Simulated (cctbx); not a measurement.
# Accept or mend?

Cell a = 7.9940 Å, b = 18.5860 Å, c = 3.6450 Å, α = 90.00°, β = 90.00°, γ = 90.00°; space group Pbam (no. 55).

The data are simulated with cctbx, not measured: synchrotron X-rays, λ = 0.6889 Å, to d = 0.7 Å, 70 % of the full sphere, strongest reflection 5000 counts, noise from counting, a 6 % proportional error and a noise floor of 4 counts (s.d.); no absorption.

An anisotropic refinement with weights 1/σ² prints:

```text
Rint 0.056, 944 unique reflections to 0.70 A
cycle     R1     wR2    GooF  max shift (A)
   1  0.1988  0.4673   9.074   0.00381
   2  0.0777  0.2261   4.390   0.00022
final R1 0.0776 wR2 0.2261 GooF 4.390  parameters 34  data/parameter 27.8
atom        x        y        z      Ueq    occ   su(xyz)  su(Uiso or U11)
Tb1    0.11963  0.41183  0.00000   0.0004  1.000  0.00020  0.0007  NPD
Tb2    0.24624  0.22201  0.00000   0.0019  1.000  0.00021  0.0008
In1    0.00000  0.00000  0.00000  -0.0127  1.000  0.00000  0.0009  NPD
Tb3    0.06770  0.84828  0.50000   0.0166  1.000  0.00030  0.0011
In2    0.20532  0.56890  0.50000   0.0012  1.000  0.00029  0.0010
Mn1    0.02548  0.30404  0.50000   0.0025  1.000  0.00067  0.0020
difference map: max 34.37 min -12.07 rms 1.92
Q1    0.0000  0.0000  0.0000    2   34.37  0.00 A from In1
Q2    0.1221  0.4071  0.0000    4   12.29  0.09 A from Tb1
Q3    0.2376  0.2194  0.0000    4    9.43  0.08 A from Tb2
Q4    0.2100  0.5795  0.5000    4    8.88  0.20 A from In2
Q5    0.0489  0.1622  0.5000    4    6.04  0.95 A from Tb3
Q6    0.1733  0.8237  0.5000    4    4.42  0.96 A from Tb3
```

**Question.** Can this result stand? If not, what is the likely fault?

Mend it. The fault: elements exchanged: Tb3 is In and In1 is Tb. Against the right model at the same level, R1 goes from 0.0203 to 0.0776 and GooF from 0.93 to 4.39, U of In1 shrinks from 0.0031 to -0.0127 Å², U of Tb1 shrinks from 0.0029 to 0.0004 Å², U of Tb3 swells from 0.0041 to 0.0166 Å², U of Tb2 shrinks from 0.0045 to 0.0019 Å², the top difference peak, 34.4 e/Å³, lies on In1 and Tb1 and In1 go non-positive-definite. Tb3 has 16 electrons too many and its U swells to shed them, as expected; In1 has 16 electrons too few and its U shrinks to make up, as expected.

The compound is Tb5Mn2In4. The right model at the same level gives:

```text
Rint 0.056, 944 unique reflections to 0.70 A
cycle     R1     wR2    GooF  max shift (A)
   1  0.0224  0.0537   1.043   0.00087
   2  0.0203  0.0477   0.926   0.00000
final R1 0.0203 wR2 0.0477 GooF 0.926  parameters 34  data/parameter 27.8
atom        x        y        z      Ueq    occ   su(xyz)  su(Uiso or U11)
Tb1    0.11951  0.41176  0.00000   0.0029  1.000  0.00004  0.0001
Tb2    0.24620  0.22200  0.00000   0.0045  1.000  0.00004  0.0002
Tb3    0.00000  0.00000  0.00000   0.0031  1.000  0.00000  0.0002
In1    0.06762  0.84838  0.50000   0.0041  1.000  0.00006  0.0002
In2    0.20571  0.56898  0.50000   0.0039  1.000  0.00006  0.0002
Mn1    0.02565  0.30380  0.50000   0.0047  1.000  0.00015  0.0004
difference map: max 2.26 min -2.17 rms 0.48
Q1    0.2167  0.5560  0.0000    4    2.34  1.84 A from In2
Q2    0.2277  0.5989  0.5000    4    2.08  0.58 A from In2
Q3    0.0014  0.1137  0.3614    8    1.88  1.03 A from In1
Q4    0.1618  0.7432  0.5000    4    1.76  1.73 A from Mn1
Q5    0.1518  0.5080  0.5000    4    1.71  1.21 A from In2
Q6    0.1613  0.6925  0.0000    4    1.69  0.92 A from Tb2
```

This is a model crystal, built by substitution and not relaxed, with assumed displacement parameters.

[Middle refinement cycles are left out of these outputs.]

[Logs are printed without paths, hosts, clocks, repeated set-up lines and the standing remarks that a program may print on its own settings, such as how far it seeks lower states.]
